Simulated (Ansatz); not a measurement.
## Se on Al(100), ontop start, 2x2 cell: work function, bands and core levels

Aim: how the adsorbate changes the work function, the valence spectrum and the core levels in Se on Al(100), ontop start, 2x2 cell.

Program: Ansatz 0.2.0. Level of theory: DFT, PBE, plane-wave PAW, default files, scalar-relativistic. Results are calculated unless marked as measured.

This is a report of a sequence of runs, with most program output left out.

## Step 1: Set-up

The cell holds 5 atoms: 5 Al. Cell: a = 2.857 Å, b = 2.857 Å, c = 23.080 Å, α = 90.0°, β = 90.0°, γ = 90.0°. It derives from Al. Vacuum lies along c.

## Step 2: The clean face

The clean face is the reference for what the added atoms change.

Input file input.yaml:

```yaml
crystal:
  lattice:
    - [2.856711396, 0.0, 0.0]
    - [0.0, 2.856711396, 0.0]
    - [0.0, 0.0, 23.08]
  atoms:
    - { symbol: Al, position: [0.0, 0.0, 0.675043328] }
    - { symbol: Al, position: [0.5, 0.5, 0.587521664] }
    - { symbol: Al, position: [0.0, 0.0, 0.5] }
    - { symbol: Al, position: [0.5, 0.5, 0.412478336] }
    - { symbol: Al, position: [0.0, 0.0, 0.324956672] }
kpoints:
  mp_grid: { grid: [14, 14, 1] }
scf:
  occupations: { method: fermi_dirac, width: 0.05 }
  n_extra_bands: 12
hamiltonian:
  xc: pbe
  pseudopotentials: { kind: paw }
output:
  forces: true
  write_potential: true
  volumetric_format: []
  dos:
    projected: true
    de: 0.05
    e_range: [-30, 12]
    method: { smearing: { sigma: 0.1, scheme: gaussian } }
efield:
  axis: 3
  dipole_correction: true
relax:
  f_tol: 0.03
  max_steps: 50
  constraints: [{ sites: [2, 3, 4] }]
```

The run is started by

```sh
ansatz run input.yaml --threads 4 --pin off --max-ram 12288MiB --backend cpu --events-out ev --progress --plain --runs-dir out
```

Wall time 7 s (4 threads of Arm Neoverse V1, shared host); peak memory 0.47 GiB; 26 s of CPU time.

Step by step:

| step | energy less that of the first step (eV) | largest force component (eV/Å) |
| --- | --- | --- |
| 1 | 0.0000 | 0.0774 |
| 2 | -0.0022 | 0.0218 |

Forces are held to the 8 operations that the run works with; a distortion that breaks them can't arise in this run.

The atoms that moved most (Å):

| atom | dx | dy | dz | length |
| --- | --- | --- | --- | --- |
| Al1 | 0.000 | 0.000 | 0.063 | 0.063 |
| Al2 | 0.000 | 0.000 | 0.029 | 0.029 |

Final coordinates:

```cif
data_structure
_symmetry_space_group_name_H-M 'P 1'
_symmetry_Int_Tables_number 1
_cell_length_a 2.8567
_cell_length_b 2.8567
_cell_length_c 23.0800
_cell_angle_alpha 90.000
_cell_angle_beta 90.000
_cell_angle_gamma 90.000
_cell_volume 188.35
loop_
_atom_site_label
_atom_site_type_symbol
_atom_site_fract_x
_atom_site_fract_y
_atom_site_fract_z
_atom_site_occupancy
Al1 Al 0.00000 0.00000 0.67779 1
Al2 Al 0.50000 0.50000 0.58876 1
Al3 Al 0.00000 0.00000 0.50000 1
Al4 Al 0.50000 0.50000 0.41248 1
Al5 Al 0.00000 0.00000 0.32496 1
```

This step gave:

```
free energy                                    : -2686.5655 eV
energy at zero smearing                        : -2686.5530 eV
smearing term TS                               : 0.02504 eV
Fermi energy                                   : 1.122 eV
symmetry operations                            : 8
zero of energy                                 : Fermi level
share of occupied states in no projected shell : 0.015 of the occupied states in the window
DOS at the Fermi level                         : 3.269 states/eV/cell
work function, upper face                      : 4.274 eV
work function, lower face                      : 4.288 eV
```

This run's widths, added to any smearing of the DOS itself: Gaussian 0.6 eV, Lorentzian 0.05 eV plus 0.08 an eV of depth. Intensity against binding energy, zero at the Fermi level; values in % of the maximum within 13 eV:

| binding energy (eV) | 21.2 eV | 100 eV | 900 eV | 1486.7 eV | 8047.8 eV |
| --- | --- | --- | --- | --- | --- |
| -1.0 | 2.23 | 2.15 | 2.26 | 2.28 | 2.31 |
| -0.5 | 6.98 | 6.97 | 6.95 | 6.92 | 6.86 |
| 0.0 | 46.9 | 47.9 | 46.1 | 45.5 | 44.5 |
| 0.5 | 93.2 | 94.0 | 92.8 | 92.5 | 92.0 |
| 1.0 | 96.6 | 96.9 | 96.2 | 95.9 | 95.4 |
| 1.5 | 87.6 | 88.3 | 86.7 | 86.0 | 85.0 |
| 2.0 | 92.5 | 91.7 | 92.4 | 92.3 | 92.1 |
| 2.5 | 89.5 | 85.2 | 91.4 | 92.5 | 94.4 |
| 3.0 | 85.9 | 80.3 | 88.5 | 90.0 | 92.4 |
| 3.5 | 85.2 | 78.4 | 88.5 | 90.6 | 93.9 |
| 4.0 | 79.6 | 72.5 | 83.2 | 85.3 | 88.9 |
| 4.5 | 67.9 | 61.9 | 70.6 | 72.2 | 74.7 |
| 5.0 | 70.3 | 63.7 | 73.2 | 74.9 | 77.7 |
| 5.5 | 65.3 | 59.2 | 68.0 | 69.6 | 72.1 |
| 6.0 | 64.1 | 57.7 | 67.0 | 68.6 | 71.3 |
| 6.5 | 56.9 | 51.0 | 59.6 | 61.1 | 63.6 |
| 7.0 | 50.7 | 45.3 | 53.2 | 54.6 | 56.8 |
| 7.5 | 49.2 | 43.5 | 51.9 | 53.4 | 55.8 |
| 8.0 | 45.1 | 39.3 | 47.9 | 49.5 | 52.0 |
| 8.5 | 39.6 | 33.8 | 42.4 | 44.0 | 46.6 |
| 9.0 | 34.5 | 28.7 | 37.4 | 39.1 | 41.9 |
| 9.5 | 30.4 | 24.4 | 33.5 | 35.4 | 38.4 |
| 10.0 | 23.8 | 18.3 | 26.8 | 28.6 | 31.5 |
| 10.5 | 16.6 | 12.3 | 19.1 | 20.6 | 23.1 |
| 11.0 | 9.41 | 6.90 | 10.8 | 11.7 | 13.1 |
| 11.5 | - | 3.68 | 5.50 | 5.89 | 6.54 |
| 12.0 | - | 2.31 | 3.29 | 3.50 | 3.85 |

From the Fermi level. The planar mean, electrostatic potential by z:

| z (Å) | planar mean, electrostatic potential (eV) |
| --- | --- |
| 0.0 | 4.28 |
| 0.5 | 4.28 |
| 1.0 | 4.29 |
| 1.5 | 4.29 |
| 2.0 | 4.29 |
| 2.5 | 4.29 |
| 3.0 | 4.29 |
| 3.5 | 4.29 |
| 4.0 | 4.28 |
| 4.5 | 4.26 |
| 5.0 | 4.20 |
| 5.5 | 3.96 |
| 6.0 | 3.14 |
| 6.5 | 0.550 |
| 7.0 | -4.66 |
| 7.5 | -5.87 |
| 8.0 | -5.09 |
| 8.5 | -2.11 |
| 9.0 | -5.07 |
| 9.5 | -6.06 |
| 10.0 | -5.30 |
| 10.5 | -2.17 |
| 11.0 | -4.97 |
| 11.5 | -6.07 |
| 12.0 | -5.36 |
| 12.5 | -2.04 |
| 13.0 | -4.61 |
| 13.5 | -6.03 |
| 14.0 | -5.55 |
| 14.5 | -2.19 |
| 15.0 | -4.14 |
| 15.5 | -5.84 |
| 16.0 | -5.41 |
| 16.5 | -0.962 |
| 17.0 | 2.67 |
| 17.5 | 3.81 |
| 18.0 | 4.15 |
| 18.5 | 4.24 |
| 19.0 | 4.26 |
| 19.5 | 4.27 |
| 20.0 | 4.27 |
| 20.5 | 4.27 |
| 21.0 | 4.27 |
| 21.5 | 4.27 |
| 22.0 | 4.27 |
| 22.5 | 4.28 |

Recipe: projected DOS times atomic cross section and asymmetry factor (unpolarised light, 90° from the beam), occupied states only, Fermi edge at 300 K, a Lorentzian width of 0.05 eV growing by 0.08 eV per eV of binding energy, and a resolution of 0.6 eV. Each atom is damped by exp[−depth/(λ cos θ)], θ = 45° from the normal, λ from the universal curve. Curves are cut 10 eV under the photon energy, above any shell that the free atom's threshold puts out of reach, or at the lower edge of the window: 11.2 eV at 21.2 eV, 12.5 eV at 100 eV, 12.5 eV at 900 eV, 12.5 eV at 1486.7 eV and 12.5 eV at 8047.8 eV. Matrix elements of the solid and inelastic losses aren't modelled, nor non-dipole terms, which matter above 3 keV.

Share of each shell in the spectrum's area (%), by photon energy:

| shell | 21.2 eV | 100 eV | 900 eV | 1486.7 eV | 8047.8 eV |
| --- | --- | --- | --- | --- | --- |
| Al 3s | 64.1 | 42.5 | 76.6 | 84.3 | 96.8 |
| Al 3p | 35.9 | 57.5 | 23.4 | 15.7 | 3.2 |

Cross sections used, in Mb an electron:

| shell | 21.2 eV | 100 eV | 900 eV | 1486.7 eV | 8047.8 eV |
| --- | --- | --- | --- | --- | --- |
| Al 3s | 0.15 | 0.053 | 0.0011 | 3.5e-4 | 4.3e-6 |
| Al 3p | 0.070 | 0.040 | 1.9e-4 | 4.0e-5 | 1.0e-7 |

At the Fermi level the DOS is 3.27 states/eV a cell, and on the broadened curves Al 3p holds 72 % of the total there.

## Step 3: Relaxing the atoms

System of this step: Al20Se. The cell holds 21 atoms: 1 Se and 20 Al. Its edges and angles: a = 5.713 Å, b = 5.713 Å, c = 25.430 Å, α = 90.0°, β = 90.0°, γ = 90.0°. It derives from Al. How the cell was made: adsorbate; added: Se; site: ontop; coverage 0.25 monolayer; cell: 2x2; on one face. Regions: ad, 1 atom (1 Se); L1, 4 atoms (4 Al); L2, 4 atoms (4 Al); L3, 4 atoms (4 Al); rest, 8 atoms (8 Al). Vacuum lies along c.

Levels and vacuum steps follow bond lengths, so the atoms are relaxed first. 12 atoms are held to stand for the bulk. A dipole correction cancels the field between unlike faces.

Input file input.yaml:

```yaml
crystal:
  lattice:
    - [5.713422792, 0.0, 0.0]
    - [0.0, 5.713422792, 0.0]
    - [0.0, 0.0, 25.43]
  atoms:
    - { symbol: Se, position: [0.001749063, 0.0, 0.705072749] }
    - { symbol: Al, position: [0.0, 0.0, 0.61266221] }
    - { symbol: Al, position: [0.5, 0.0, 0.61266221] }
    - { symbol: Al, position: [0.0, 0.5, 0.61266221] }
    - { symbol: Al, position: [0.5, 0.5, 0.61266221] }
    - { symbol: Al, position: [0.25, 0.25, 0.53322847] }
    - { symbol: Al, position: [0.75, 0.25, 0.53322847] }
    - { symbol: Al, position: [0.25, 0.75, 0.53322847] }
    - { symbol: Al, position: [0.75, 0.75, 0.53322847] }
    - { symbol: Al, position: [0.0, 0.0, 0.453794731] }
    - { symbol: Al, position: [0.5, 0.0, 0.453794731] }
    - { symbol: Al, position: [0.0, 0.5, 0.453794731] }
    - { symbol: Al, position: [0.5, 0.5, 0.453794731] }
    - { symbol: Al, position: [0.25, 0.25, 0.374360991] }
    - { symbol: Al, position: [0.75, 0.25, 0.374360991] }
    - { symbol: Al, position: [0.25, 0.75, 0.374360991] }
    - { symbol: Al, position: [0.75, 0.75, 0.374360991] }
    - { symbol: Al, position: [0.0, 0.0, 0.294927251] }
    - { symbol: Al, position: [0.5, 0.0, 0.294927251] }
    - { symbol: Al, position: [0.0, 0.5, 0.294927251] }
    - { symbol: Al, position: [0.5, 0.5, 0.294927251] }
kpoints:
  mp_grid: { grid: [6, 6, 1] }
scf:
  occupations: { method: fermi_dirac, width: 0.05 }
  n_extra_bands: 16
hamiltonian:
  xc: pbe
  pseudopotentials: { kind: paw }
output:
  forces: true
  write_potential: true
  volumetric_format: []
efield:
  axis: 3
  dipole_correction: true
relax:
  f_tol: 0.03
  max_steps: 45
  constraints: [{ sites: [9, 10, 11, 12, 13, 14, 15, 16, 17, 18, 19, 20] }]
```

The job ended after 3.6 min (4 threads; peak memory 1.6 GiB; 14 min of CPU time).

Relaxation path:

| step | energy less that of the first step (eV) | largest force component (eV/Å) |
| --- | --- | --- |
| 1 | 0.0000 | 1.2662 |
| 2 | -0.1991 | 0.3526 |
| 3 | -0.3073 | 0.3435 |
| 4 | -0.3254 | 0.3122 |
| 5 | -0.4011 | 0.4266 |
| 6 | -0.5349 | 0.4479 |
| 7 | -0.6748 | 0.3622 |
| 8 | -0.7993 | 0.4214 |
| 9 | -0.8610 | 0.2126 |
| 10 | -0.8801 | 0.0382 |
| 11 | -0.8855 | 0.1171 |
| 12 | -0.8862 | 0.0832 |
| 13 | -0.8885 | 0.0168 |
| 14 | -0.8885 | 0.0167 |

The run keeps the 2 symmetry operations that it works with, so distortions that break them were not tested.

The atoms that moved most (Å):

| atom | dx | dy | dz | length |
| --- | --- | --- | --- | --- |
| Se1 | 1.406 | 0.000 | -0.453 | 1.477 |
| Al2 | -0.077 | 0.000 | 0.019 | 0.080 |
| Al3 | 0.061 | 0.000 | 0.021 | 0.065 |
| Al5 | 0.034 | 0.000 | 0.017 | 0.039 |
| Al7 | 0.002 | 0.016 | -0.023 | 0.028 |
| Al9 | 0.002 | -0.016 | -0.023 | 0.028 |
| Al4 | -0.020 | 0.000 | 0.019 | 0.027 |
| Al8 | 0.000 | 0.021 | 0.016 | 0.026 |

Numbers from this step:

```
free energy               : -16216.5387 eV
energy at zero smearing   : -16216.4978 eV
smearing term TS          : 0.08176 eV
Fermi energy              : 0.7824 eV
symmetry operations       : 2
work function, upper face : 4.863 eV
work function, lower face : 4.324 eV
```

The relaxation ends 42 meV an atom lower, with a largest force component of 0.017 eV/Å on the free atoms. Between step 2 and this run (21 atoms) the value for the work function, upper face moves from 4.27 eV to 4.86 eV (+14 %).

## Step 4: Layer-resolved bands, DOS and potential

The main run: bands along the zone's path, each state's share in the top and middle regions, the DOS and the planar potential. The cell holds 4 small cells, so the bands are unfolded.

Input file input.yaml:

```yaml
crystal:
  lattice:
    - [5.713422792, 0.0, 0.0]
    - [0.0, 5.713422792, 0.0]
    - [0.0, 0.0, 25.43]
  atoms:
    - { symbol: Se, position: [0.2478417124, 0.0, 0.6872638886] }
    - { symbol: Al, position: [-0.0135577647, 0.0, 0.6134278352] }
    - { symbol: Al, position: [0.51068196, 0.0, 0.613486198] }
    - { symbol: Al, position: [-0.003504545, 0.5, 0.6134024736] }
    - { symbol: Al, position: [0.5060146044, 0.5, 0.6133461046] }
    - { symbol: Al, position: [0.2500518668, 0.2463892097, 0.5338502922] }
    - { symbol: Al, position: [0.7502919894, 0.252762261, 0.5323125422] }
    - { symbol: Al, position: [0.2500518668, 0.7536107903, 0.5338502922] }
    - { symbol: Al, position: [0.7502919894, 0.747237739, 0.5323125422] }
    - { symbol: Al, position: [0.0, 0.0, 0.453794731] }
    - { symbol: Al, position: [0.5, 0.0, 0.453794731] }
    - { symbol: Al, position: [0.0, 0.5, 0.453794731] }
    - { symbol: Al, position: [0.5, 0.5, 0.453794731] }
    - { symbol: Al, position: [0.25, 0.25, 0.374360991] }
    - { symbol: Al, position: [0.75, 0.25, 0.374360991] }
    - { symbol: Al, position: [0.25, 0.75, 0.374360991] }
    - { symbol: Al, position: [0.75, 0.75, 0.374360991] }
    - { symbol: Al, position: [0.0, 0.0, 0.294927251] }
    - { symbol: Al, position: [0.5, 0.0, 0.294927251] }
    - { symbol: Al, position: [0.0, 0.5, 0.294927251] }
    - { symbol: Al, position: [0.5, 0.5, 0.294927251] }
kpoints:
  mp_grid: { grid: [8, 8, 1] }
scf:
  occupations: { method: fermi_dirac, width: 0.05 }
  n_extra_bands: 23
hamiltonian:
  xc: pbe
  pseudopotentials: { kind: paw }
output:
  forces: true
  write_potential: true
  volumetric_format: []
  efg: { contact_densities: true }
  dos:
    projected:
      site_lists:
        adsorbate: [0]
        layer_1: [1, 2, 3, 4]
        layer_2: [5, 6, 7, 8]
        layer_3: [9, 10, 11, 12]
        other_layers: [13, 14, 15, 16, 17, 18, 19, 20]
    de: 0.05
    e_range: [-30, 12]
    method: { smearing: { sigma: 0.15, scheme: gaussian } }
  eigenstates:
    kpoints:
      - [0.0, 0.0, 0.0]
      - [-0.07142857, -0.07142857, 0.0]
      - [-0.14285714, -0.14285714, 0.0]
      - [-0.21428571, -0.21428571, 0.0]
      - [-0.28571429, -0.28571429, 0.0]
      - [-0.35714286, -0.35714286, 0.0]
      # [... 24 more points ...]
      - [0.0, -0.2, 0.0]
      - [0.0, -0.1, 0.0]
    e_range: [-8.0, 4.0]
    unfold:
      supercell_matrix: [[2, 0, 0], [0, 2, 0], [0, 0, 1]]
      layers:
        axis: 3
        edges: [0.137633, 0.427054, 0.427154, 0.573496, 0.573596, 0.844556]
efield:
  axis: 3
  dipole_correction: true
```

Wall time 2.1 min (4 threads); peak memory 2.5 GiB; 8.2 min of CPU time.

Numbers from this step:

| Item | Value |
| --- | --- |
| free energy | -16216.6076 eV |
| energy at zero smearing | -16216.5699 eV |
| smearing term TS | 0.07539 eV |
| Fermi energy | 0.8233 eV |
| share of occupied states in no projected shell | 0.0145 of the occupied states in the window |
| DOS at the Fermi level | 9.164 states/eV/cell |
| work function, upper face | 4.839 eV |
| work function, lower face | 4.308 eV |

A(k,E), total over k along the path and E. Zero: Fermi level.

Values in eV⁻¹, 12 rows by 16 columns, each cell a mean:
```
1.86 1.82 0.97 1.50 2.03 1.21 0.86 1.16 0.90 1.00 0.81 0.57 0.92 2.08 2.38 1.86
1.46 2.59 1.67 1.69 1.98 0.56 0.13 0.49 1.19 0.75 0.73 1.26 1.02 1.63 2.48 1.38
2.95 1.70 1.73 1.89 1.22 0.75 0.90 0.90 1.09 0.67 0.79 0.85 1.16 0.79 2.23 3.00
2.09 2.22 2.28 1.72 0.43 0.17 0.12 0.12 0.91 1.03 1.05 1.06 0.54 0.49 2.10 2.26
3.34 2.20 1.95 1.33 0.58 0.21 0.16 0.22 0.81 1.20 0.94 0.36 0.58 1.37 0.96 3.40
2.81 1.84 1.35 0.58 0.57 0.72 0.69 0.74 0.66 1.28 0.90 1.51 1.48 0.88 1.50 2.49
2.21 1.44 0.68 0.59 0.51 0.44 0.48 0.44 0.52 1.18 1.11 0.64 0.86 1.49 1.51 2.45
0.78 0.95 0.74 0.43 0.63 0.84 0.71 0.76 0.78 0.97 1.43 1.17 1.44 1.38 2.05 0.71
0.22 1.00 0.63 0.70 0.21 0.21 0.39 0.32 0.15 0.59 1.57 1.57 1.27 2.10 1.48 0.17
0.05 0.68 0.70 0.40 0.82 0.18 0.07 0.12 0.72 0.48 1.25 2.00 2.13 1.67 0.15 0.05
0.03 0.22 0.82 0.73 0.22 0.86 0.94 0.90 0.31 0.62 0.72 2.03 1.47 0.12 0.04 0.03
0.01 0.03 0.73 0.71 0.82 0.11 0.04 0.07 0.70 0.69 0.98 0.10 0.06 0.04 0.02 0.01
```
Columns: k along the path (Å⁻¹) from 0 to 3.75; rows upwards: E (eV) from -7.7 to 3.39.

A(k,E), top over k along the path and E. Zero: Fermi level.

Ten even steps from '0' (0.00 eV⁻¹) to '9' (1.08 eV⁻¹), each cell a mean:
```
65651126162423323103132232211264466
12222251533110000341212101133344511
23335712423100000122212143321146622
56963116243210001222201201012334265
97442372311133332233021221222213599
34214734310000000000132123232112733
33466324200000000022412122200114553
97932241211100000014211100012253149
36145522112100101112232210111411383
53342221111121111121332222245222625
75624221111223222212213154421226257
36533223211111121111332411111252353
32132222221000101111133222233543633
12321310133211010222223423235416331
01323030001333344222225444674373200
10132114100000100100033376522723111
00000400300000000000300501256230000
00013030032000000013003166632200000
00000102002320001320011111121000000
00000202100013331000130322100000000
00000130310000000001303000000000000
00000002023000000032020000000000000
```
Columns: k along the path (Å⁻¹) from 0 to 3.75; rows upwards: E (eV) from -7.7 to 3.39.

A(k,E), middle over k along the path and E. Zero: Fermi level.

Ten even steps from '0' (0.00 eV⁻¹) to '9' (2.42 eV⁻¹), each cell a mean:
```
43320013033210003001010000000443234
01110130331300000110100000011122300
11143301221100000111100021100073211
22442013324100000311000100001122132
43211242210011111121000100101107344
12402323130000000010011011110001311
22233232400000000031201110000002832
67413323100000000001101000000021136
34343221000000000003010100000200193
74321320000000000000210101122111317
42214100000000111000201022210003024
54431000000000000000320100000120125
32010000000000000000011110111211363
03110000001000000000041111112113510
00001010000111111000001112221132300
00310001000000000000014122101316000
00000100100000000000100200123260000
00031010010000000001001333315600000
00001101000110000110000012473000000
00002101000001110000010166300000000
00000320110000000001102200000000000
00000001011000000011010100000000000
```
Columns: k along the path (Å⁻¹) from 0 to 3.75; rows upwards: E (eV) from -7.7 to 3.39.

A(k,E), bottom over k along the path and E. Zero: Fermi level.

Ten even steps from '_' (0.00 eV⁻¹) to '@' (2.12 eV⁻¹), each cell a mean:
```
++==**++..__::==..**--==::------==____::..--..........__..++##====++++
....--::..::==__++--::::__________--::..::..::..____..::::--++====....
::--::**++++..::==::--..__________::....::__....====--::....####==::::
++==%%**==__..++--====::__________--::....____::__....::------==..==++
##**--::::--**::--..____::::::::::::==::__..__::::..::::::..__****%%##
::++--..==**----::::________________..____--::..--==----..__..::**::::
----==++++==--==--__________________::::--..::::......________--%%**--
@@%%**::----++--....__________________--::..::..______......==::..==@@
--==--++==----::__....________________==..::..::__________--..__..@@--
##======::--::........____________......==--......::::--==......==..##
##----::==..____..........::::::::..__..--..::__==----::......==..==##
==++==--....__________..........__......----..::__....__....==..::====
::::__..__..____....__________________..__::::........::::--::..++++::
__::--..__..______......__________....____----::::::..::--....**==____
____..__::__::________..::::::::::....______--..::::----....**::::____
____::--______::__________________________::------::::__::**::==______
__________::____--______________________::____--____::++**::++________
______::--__::____--..______________..--____::--##****--====__________
________....__..____..--::______..--::____........::--++::____________
________::::__....______..------..________::__--++++::________________
__________::--__::..__________________..::__--::______________________
______________--__..::______________::..__::__..______________________
```
Columns: k along the path (Å⁻¹) from 0 to 3.75; rows upwards: E (eV) from -7.7 to 3.39.

[end of part 1 of 3]

[Logs are printed without paths, hosts, clocks, repeated set-up lines and the standing remarks that a program may print on its own settings, such as how far it seeks lower states.]

[Hosts, paths, dates, database ids (printed as entryN), source tags and the programs' standing remarks are cut or masked in the printed files.]

[Maps of the electrostatic potential energy from Ansatz leave out the sawtooth potential of an applied field or a dipole correction, so their vacuum need not be flat; work functions include it.]
